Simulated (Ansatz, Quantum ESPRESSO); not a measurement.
# Ag(111), 5 layers: vacuum level and surface dipole, part 3 of 5

Wanted: work functions and the surface dipole of Ag(111), 5 layers at several levels, with their cost.

Quantum ESPRESSO 7.5; plane-wave DFT, PBE, GBRV ultrasoft pseudopotentials; geometry and cross-check by Ansatz 0.2.0 with PAW datasets.

So far. Step 5 (Macroscopic average): Where the running mean is not flat inside, average.x's window, rounded to the grid, doesn't match the spacings there. Step 6 (Valence density): The density integrates to 95.000 electrons, as the 95 of the input ask.

## (7) Projections on atomic orbitals

projwfc.x splits the states by atom and orbital; the spilling says how much the atomic basis misses.

pdos.in reads:

```
&projwfc
  prefix = 'scf'
  outdir = './out'
  filpdos = 'pdos'
  Emin = -2.387
  Emax = 9.613
  DeltaE = 0.1
  ngauss = 0
  degauss = 0.01
/
```

The run is started by

```
$ OMP_NUM_THREADS=1 mpirun -n 4 projwfc.x -in pdos.in > pdos.out
```

Log:

```text
[banner, memory and clock lines left out]
Program PROJWFC v.7.5 starts

          URL

     ./out/scf.save/

     IMPORTANT: XC functional enforced from input :
     Exchange-correlation= PBE
                           (   1   4   3   4   0   0   0)
     Any further DFT definition will be discarded
     Please, verify this is what you really want

     negative rho (up, down):  2.273E-03 0.000E+00

     Gaussian broadening (read from input): ngauss,degauss=   0    0.010000

     Calling projwave ....
     one sub-group per band group will be used

     linear algebra parallelized on   4 procs

  Problem Sizes
  natomwfc =           65
  nx       =           33
  nbnd     =           58
  nkstot   =           19
  npwx     =         1359
  nkb      =           90

     Atomic states used for projection
     (read from pseudopotential files):

     state #   1: atom   1 (Ag ), wfc  1 (l=0 m= 1)
     state #   2: atom   1 (Ag ), wfc  2 (l=1 m= 1)
     state #   3: atom   1 (Ag ), wfc  2 (l=1 m= 2)
     state #   4: atom   1 (Ag ), wfc  2 (l=1 m= 3)
     state #   5: atom   1 (Ag ), wfc  3 (l=2 m= 1)
     state #   6: atom   1 (Ag ), wfc  3 (l=2 m= 2)
     state #   7: atom   1 (Ag ), wfc  3 (l=2 m= 3)
     state #   8: atom   1 (Ag ), wfc  3 (l=2 m= 4)
     state #   9: atom   1 (Ag ), wfc  3 (l=2 m= 5)
     state #  10: atom   1 (Ag ), wfc  4 (l=0 m= 1)
     state #  11: atom   1 (Ag ), wfc  5 (l=1 m= 1)
     state #  12: atom   1 (Ag ), wfc  5 (l=1 m= 2)
     state #  13: atom   1 (Ag ), wfc  5 (l=1 m= 3)
     state #  14: atom   2 (Ag ), wfc  1 (l=0 m= 1)
     state #  15: atom   2 (Ag ), wfc  2 (l=1 m= 1)
     state #  16: atom   2 (Ag ), wfc  2 (l=1 m= 2)
     state #  17: atom   2 (Ag ), wfc  2 (l=1 m= 3)
     state #  18: atom   2 (Ag ), wfc  3 (l=2 m= 1)
     state #  19: atom   2 (Ag ), wfc  3 (l=2 m= 2)
     state #  20: atom   2 (Ag ), wfc  3 (l=2 m= 3)
     state #  21: atom   2 (Ag ), wfc  3 (l=2 m= 4)
     state #  22: atom   2 (Ag ), wfc  3 (l=2 m= 5)
     state #  23: atom   2 (Ag ), wfc  4 (l=0 m= 1)
     state #  24: atom   2 (Ag ), wfc  5 (l=1 m= 1)
     state #  25: atom   2 (Ag ), wfc  5 (l=1 m= 2)
     state #  26: atom   2 (Ag ), wfc  5 (l=1 m= 3)
     state #  27: atom   3 (Ag ), wfc  1 (l=0 m= 1)
     state #  28: atom   3 (Ag ), wfc  2 (l=1 m= 1)
     state #  29: atom   3 (Ag ), wfc  2 (l=1 m= 2)
     state #  30: atom   3 (Ag ), wfc  2 (l=1 m= 3)
     state #  31: atom   3 (Ag ), wfc  3 (l=2 m= 1)
     state #  32: atom   3 (Ag ), wfc  3 (l=2 m= 2)
     state #  33: atom   3 (Ag ), wfc  3 (l=2 m= 3)
     state #  34: atom   3 (Ag ), wfc  3 (l=2 m= 4)
     state #  35: atom   3 (Ag ), wfc  3 (l=2 m= 5)
     state #  36: atom   3 (Ag ), wfc  4 (l=0 m= 1)
     state #  37: atom   3 (Ag ), wfc  5 (l=1 m= 1)
     state #  38: atom   3 (Ag ), wfc  5 (l=1 m= 2)
     state #  39: atom   3 (Ag ), wfc  5 (l=1 m= 3)
     state #  40: atom   4 (Ag ), wfc  1 (l=0 m= 1)
     state #  41: atom   4 (Ag ), wfc  2 (l=1 m= 1)
     state #  42: atom   4 (Ag ), wfc  2 (l=1 m= 2)
     state #  43: atom   4 (Ag ), wfc  2 (l=1 m= 3)
     state #  44: atom   4 (Ag ), wfc  3 (l=2 m= 1)
     state #  45: atom   4 (Ag ), wfc  3 (l=2 m= 2)
     state #  46: atom   4 (Ag ), wfc  3 (l=2 m= 3)
     state #  47: atom   4 (Ag ), wfc  3 (l=2 m= 4)
     state #  48: atom   4 (Ag ), wfc  3 (l=2 m= 5)
     state #  49: atom   4 (Ag ), wfc  4 (l=0 m= 1)
     state #  50: atom   4 (Ag ), wfc  5 (l=1 m= 1)
     state #  51: atom   4 (Ag ), wfc  5 (l=1 m= 2)
     state #  52: atom   4 (Ag ), wfc  5 (l=1 m= 3)
     state #  53: atom   5 (Ag ), wfc  1 (l=0 m= 1)
     state #  54: atom   5 (Ag ), wfc  2 (l=1 m= 1)
     state #  55: atom   5 (Ag ), wfc  2 (l=1 m= 2)
     state #  56: atom   5 (Ag ), wfc  2 (l=1 m= 3)
     state #  57: atom   5 (Ag ), wfc  3 (l=2 m= 1)
     state #  58: atom   5 (Ag ), wfc  3 (l=2 m= 2)
     state #  59: atom   5 (Ag ), wfc  3 (l=2 m= 3)
     state #  60: atom   5 (Ag ), wfc  3 (l=2 m= 4)
     state #  61: atom   5 (Ag ), wfc  3 (l=2 m= 5)
     state #  62: atom   5 (Ag ), wfc  4 (l=0 m= 1)
     state #  63: atom   5 (Ag ), wfc  5 (l=1 m= 1)
     state #  64: atom   5 (Ag ), wfc  5 (l=1 m= 2)
     state #  65: atom   5 (Ag ), wfc  5 (l=1 m= 3)

[... projections of each state ...]
Lowdin Charges:

     Atom #   1: total charge =  18.9786, s =  2.4205,
     Atom #   1: total charge =  18.9786, p =  6.8029, pz=  2.1709, px=  2.3160, py=  2.3160,
     Atom #   1: total charge =  18.9786, d =  9.7552, dz2=  1.9558, dxz=  1.9627, dyz=  1.9627, dx2-y2=  1.9370, dxy=  1.9370,
     Atom #   2: total charge =  19.0032, s =  2.3356,
     Atom #   2: total charge =  19.0032, p =  6.9493, pz=  2.3192, px=  2.3150, py=  2.3150,
     Atom #   2: total charge =  19.0032, d =  9.7183, dz2=  1.9295, dxz=  1.9549, dyz=  1.9549, dx2-y2=  1.9395, dxy=  1.9395,
     Atom #   3: total charge =  19.0091, s =  2.3333,
     Atom #   3: total charge =  19.0091, p =  6.9644, pz=  2.3124, px=  2.3260, py=  2.3260,
     Atom #   3: total charge =  19.0091, d =  9.7114, dz2=  1.9276, dxz=  1.9493, dyz=  1.9493, dx2-y2=  1.9425, dxy=  1.9425,
     Atom #   4: total charge =  19.0032, s =  2.3356,
     Atom #   4: total charge =  19.0032, p =  6.9493, pz=  2.3192, px=  2.3150, py=  2.3150,
     Atom #   4: total charge =  19.0032, d =  9.7183, dz2=  1.9295, dxz=  1.9549, dyz=  1.9549, dx2-y2=  1.9395, dxy=  1.9395,
     Atom #   5: total charge =  18.9786, s =  2.4205,
     Atom #   5: total charge =  18.9786, p =  6.8029, pz=  2.1709, px=  2.3160, py=  2.3160,
     Atom #   5: total charge =  18.9786, d =  9.7552, dz2=  1.9558, dxz=  1.9627, dyz=  1.9627, dx2-y2=  1.9370, dxy=  1.9370,
     Spilling Parameter:   0.0003
```

The job ended after 1.2 s (4 MPI ranks of Arm Neoverse V2, shared host; peak memory 0.11 GiB; 4.9 s of CPU time).

This step gave:

```
spilling of the projection : 3.00e-4
```

Projected DOS an atom over height of the atomic layer and energy from the Fermi level. Columns are the atomic layers from the bottom up.

Values in states/eV, 22 rows by 5 columns, each cell a mean:
```
0.45 0.32 0.43 0.32 0.45
0.41 0.21 0.23 0.21 0.41
0.25 0.20 0.11 0.20 0.25
0.42 0.36 0.34 0.36 0.42
0.38 0.26 0.38 0.26 0.38
0.15 0.11 0.11 0.11 0.15
0.29 0.25 0.19 0.25 0.29
0.31 0.33 0.44 0.33 0.31
0.09 0.09 0.10 0.09 0.09
0.91 0.73 0.94 0.73 0.91
3.36 3.40 3.50 3.40 3.36
4.40 2.78 2.95 2.78 4.40
3.97 2.68 3.03 2.68 3.97
3.53 3.46 3.52 3.46 3.53
2.81 3.06 3.01 3.06 2.81
2.38 2.75 2.04 2.75 2.38
1.94 3.50 3.15 3.50 1.94
0.39 1.40 1.42 1.40 0.39
0.06 0.14 0.14 0.14 0.06
0.03 0.07 0.09 0.07 0.03
0.01 0.03 0.03 0.03 0.01
0.00 0.00 0.00 0.00 0.00
```
Columns: height of the atomic layer (Å) from 7.89 to 17.6; rows upwards: energy from the Fermi level (eV) from -8.00 to 1.50.

The atomic orbitals miss 0.0 % of the occupied states; for empty states the projections can miss much more.

## (8) Self-consistent run: open boundaries by the effective screening medium

Open boundaries by another road: assume_isolated = 'esm' with bc1, the slab centred on z = 0.

esm.in reads:

```
&control
  prefix = 'esm'
  outdir = './out'
  pseudo_dir = './pseudo'
  calculation = 'scf'
  tprnfor = .true.
/
&system
  ibrav = 0
  nat = 5
  ntyp = 1
  ecutwfc = 40
  ecutrho = 200
  occupations = 'smearing'
  smearing = 'mv'
  degauss = 0.02
  assume_isolated = 'esm'
  esm_bc = 'bc1'
/
&electrons
  conv_thr = 1e-07
  mixing_beta = 0.4
  electron_maxstep = 120
  mixing_mode = 'local-TF'
/
ATOMIC_SPECIES
  Ag  107.8682  ag_pbe_v1.4.uspp.F.UPF
CELL_PARAMETERS angstrom
  2.89206673507891 0.00000000002887 0.00000000000000
  1.44603336751446 2.50460326203269 0.00000000000000
  0.00000000000000 0.00000000000000 25.44545040390000
ATOMIC_POSITIONS crystal
  Ag  0.666666666667 0.666666666667 -0.189768603953
  Ag  -0.000000000000 0.000000000000 -0.094317635214
  Ag  0.333333333333 0.333333333333 0.000000071852
  Ag  0.666666666667 0.666666666667 0.094317707345
  Ag  0.000000000000 -0.000000000000 0.189768603953
K_POINTS automatic
  12 12 1 0 0 0
```

The run is started by

```
$ OMP_NUM_THREADS=1 mpirun -n 4 pw.x -nk 4 -in esm.in > esm.out
```

Log:

```text
[banner, memory and clock lines left out]
Program PWSCF v.7.5 starts
[citation notice left out]

[...]
Message from routine setup:
[...]
bravais-lattice index     =            0
     lattice parameter (alat)  =       5.4652  a.u.
     unit-cell volume          =    1243.8099 (a.u.)^3
     number of atoms/cell      =            5
     number of atomic types    =            1
     number of electrons       =        95.00
     number of Kohn-Sham states=           58
     kinetic-energy cutoff     =      40.0000  Ry
     charge density cutoff     =     200.0000  Ry
     scf convergence threshold =      1.0E-07
     mixing beta               =       0.4000
     number of iterations used =            8  local-TF  mixing
     Exchange-correlation=  SLA  PW   PBX  PBC
                           (   1   4   3   4   0   0   0)

     Effective Screening Medium Method
     Boundary Conditions: Vacuum-Slab-Vacuum
     total charge in unit cell        =   0.0000
     grid points for fit at edges     =        4

[...]
PseudoPot. # 1 for Ag read from file:
     ./pseudo/ag_pbe_v1.4.uspp.F.UPF
     Pseudo is Ultrasoft + core correction, Zval = 19.0
     Generated by new atomic code, or converted to UPF format
     Using radial grid of  887 points,  6 beta functions with:
                l(1) =   0
                l(2) =   0
                l(3) =   1
                l(4) =   1
                l(5) =   2
                l(6) =   2
     Q(r) pseudized with  6 coefficients,  rinner =    1.300   1.300   1.300
                                                       1.300   1.300

     atomic species   valence    mass     pseudopotential
     Ag               19.00   107.86820     Ag( 1.00)

     12 Sym. Ops., with inversion, found ( 6 have fractional translation)

[...]
number of k points=    19  Marzari-Vanderbilt smearing, width (Ry)=  0.0200
[...]
Dense  grid:    59581 G-vectors     FFT dimensions: (  27,  27, 225)

     Smooth grid:    42109 G-vectors     FFT dimensions: (  24,  24, 200)

     Initial potential from superposition of free atoms

     starting charge      92.4998, renormalised to      95.0000

     negative rho (up, down):  2.815E-03 0.000E+00
     Starting wfcs are   65 randomized atomic wfcs

     per-process dynamical memory:    67.6 Mb

     Self-consistent Calculation

     iteration #  1     ecut=    40.00 Ry     beta= 0.40
     Davidson diagonalization with overlap
     c_bands:  1 eigenvalues not converged
     c_bands:  2 eigenvalues not converged
     c_bands:  4 eigenvalues not converged
     ethr =  1.00E-02,  avg # of iterations = 11.8

     negative rho (up, down):  2.525E-02 0.000E+00

     total energy              =   -1478.14670570 Ry
     estimated scf accuracy    <       5.89327649 Ry

     iteration #  2     ecut=    40.00 Ry     beta= 0.40
[...]
negative rho (up, down):  5.069E-02 0.000E+00

[...]
total energy              =   -1477.52756379 Ry
     estimated scf accuracy    <       1.98437711 Ry

     iteration #  3     ecut=    40.00 Ry     beta= 0.40
[...]
negative rho (up, down):  4.781E-02 0.000E+00

[...]
total energy              =   -1477.95464680 Ry
     estimated scf accuracy    <       0.03587923 Ry

     iteration #  4     ecut=    40.00 Ry     beta= 0.40
[...]
c_bands:  1 eigenvalues not converged
     c_bands:  2 eigenvalues not converged
     c_bands:  4 eigenvalues not converged
[...]
negative rho (up, down):  3.965E-02 0.000E+00

[...]
total energy              =   -1478.02829863 Ry
     estimated scf accuracy    <       0.06018268 Ry

     iteration #  5     ecut=    40.00 Ry     beta= 0.40
[...]
negative rho (up, down):  3.487E-02 0.000E+00

[...]
total energy              =   -1478.05658837 Ry
     estimated scf accuracy    <       0.02482998 Ry

     iteration #  6     ecut=    40.00 Ry     beta= 0.40
[...]
negative rho (up, down):  3.571E-02 0.000E+00

[...]
total energy              =   -1478.03515025 Ry
     estimated scf accuracy    <       0.05891161 Ry

[...]
iteration # 22     ecut=    40.00 Ry     beta= 0.40
[...]
negative rho (up, down):  2.301E-03 0.000E+00

[...]
total energy              =   -1478.05341747 Ry
     estimated scf accuracy    <       0.00000281 Ry

     iteration # 23     ecut=    40.00 Ry     beta= 0.40
[...]
negative rho (up, down):  2.301E-03 0.000E+00

[...]
total energy              =   -1478.05342730 Ry
     estimated scf accuracy    <       0.00000439 Ry

     iteration # 24     ecut=    40.00 Ry     beta= 0.40
[...]
negative rho (up, down):  2.284E-03 0.000E+00

[...]
total energy              =   -1478.05345094 Ry
     estimated scf accuracy    <       0.00000038 Ry

     iteration # 25     ecut=    40.00 Ry     beta= 0.40
[...]
c_bands:  1 eigenvalues not converged
[...]
negative rho (up, down):  2.277E-03 0.000E+00

[...]
End of self-consistent calculation

          k = 0.0000 0.0000 0.0000 (  5425 PWs)   bands (ev):

   -96.4654 -96.4648 -96.3690 -96.2427 -96.2423 -59.9598 -59.9355 -59.8816
   -59.8816 -59.8809 -59.8809 -59.8337 -59.7720 -59.7720 -59.6916 -59.6911
   -59.6651 -59.6651 -59.6647 -59.6647 -11.8755 -11.2449 -10.7334 -10.5569
   -10.5496  -9.2959  -9.2589  -9.1958  -9.1958  -9.1113  -9.1113  -9.0721
    -9.0721  -8.8948  -8.8948  -8.8724  -8.8724  -8.7060  -8.1954  -8.1954
    -8.1425  -8.1425  -7.8875  -7.8875  -7.6730  -7.6730  -7.5054  -7.5054
    -7.2949  -5.2695  -4.3998  -0.9874  -0.4558  -0.1786   1.2058   1.5037
     3.7388   3.8056

          k =-0.0000 0.0962 0.0000 (  5401 PWs)   bands (ev):

   -96.4646 -96.4641 -96.3682 -96.2420 -96.2416 -59.9576 -59.9346 -59.8901
   -59.8895 -59.8838 -59.8830 -59.8330 -59.7797 -59.7740 -59.6907 -59.6903
   -59.6731 -59.6727 -59.6672 -59.6668 -11.6862 -11.0630 -10.6031 -10.4144
   -10.3966  -9.3558  -9.3014  -9.2404  -9.1609  -9.1039  -9.0715  -9.0179
    -8.9942  -8.9935  -8.9104  -8.8091  -8.8048  -8.7766  -8.2714  -8.2669
    -8.2093  -8.1298  -8.0471  -7.8899  -7.8187  -7.6815  -7.6734  -7.4996
    -6.7901  -4.9834  -3.9936  -0.8356  -0.2889  -0.0519   1.3642   1.6562
     3.9024   3.9565

[...]
the Fermi energy is    -4.5289 ev

!    total energy              =   -1478.05345978 Ry
     estimated scf accuracy    <       0.00000007 Ry
     smearing contrib. (-TS)   =       0.00000872 Ry
     internal energy E=F+TS    =   -1478.05346851 Ry

     The total energy is F=E-TS. E is the sum of the following terms:
     one-electron contribution =   32146.33569573 Ry
     hartree contribution      =  -16100.27180363 Ry
     xc contribution           =    -144.83673246 Ry
     ewald contribution        =  -17379.28062814 Ry

     convergence has been achieved in  25 iterations

     negative rho (up, down):  2.277E-03 0.000E+00

     Forces acting on atoms (cartesian axes, Ry/au):

     atom    1 type  1   force =     0.00000000   -0.00000000   -0.00014549
     atom    2 type  1   force =     0.00000000   -0.00000000   -0.00035318
     atom    3 type  1   force =     0.00000000   -0.00000000    0.00000000
     atom    4 type  1   force =     0.00000000    0.00000000    0.00035318
     atom    5 type  1   force =     0.00000000   -0.00000000    0.00014549

     Total force =     0.000540     Total SCF correction =     0.000430
     SCF correction compared to forces is large: reduce conv_thr to get better values

[...]
```

It took 1.9 min on 4 MPI ranks; peak memory 0.51 GiB; 7.6 min of CPU time.

Read from the output:

| Item | Value |
| --- | --- |
| free energy | -20109.9418 eV |
| Fermi energy | -4.529 eV |
| vacuum line at the lower end of the cell, over the Fermi level | 4.530 eV |
| vacuum line at the upper end of the cell, over the Fermi level | 4.528 eV |

The potential energy, planar mean oscillates, so the rows of the table below give means over windows of 2.38 Å about each position, cut where the curve ends. Its maxima inside the range that stand out by 2 % of the span (Å: eV): -3.6: 1.12, -1.2: 1.01, 1.2: 1.01, 3.6: 1.11. Its minima: -4.9: -22.5, -2.4: -22.7, 0.0: -22.6, 2.4: -22.7, 4.9: -22.5.

Electrostatic potential energy of an electron; zero at the Fermi level. The potential energy, planar mean by z; means over each step:

```csv
z (Å),"potential energy, planar mean (eV)"
-11.48,4.53
-9.10,4.53
-6.72,3.26
-4.34,-8.54
-1.96,-8.69
0.42,-8.63
2.80,-8.66
5.18,-8.06
7.56,4.38
9.94,4.53
12.32,4.53
```

The vacuum levels are read from the outermost 0.7 Å of the cell on either side.

The run needed 25 iterations to bring the estimated error under 1e-07 Ry; the largest force on any atom, held or free, is 0.01 eV/Å.

The upper level is 4.528 eV against 4.530 eV from the periodic run.

[end of part 3 of 5]

[Logs are printed without paths, hosts, clocks, repeated set-up lines and the standing remarks that a program may print on its own settings, such as how far it seeks lower states.]

[Hosts, paths, dates, database ids (printed as entryN), source tags and the programs' standing remarks are cut or masked in the printed files.]

[Maps of the electrostatic potential energy from Ansatz leave out the sawtooth potential of an applied field or a dipole correction, so their vacuum need not be flat; planar profiles and work functions include it.]
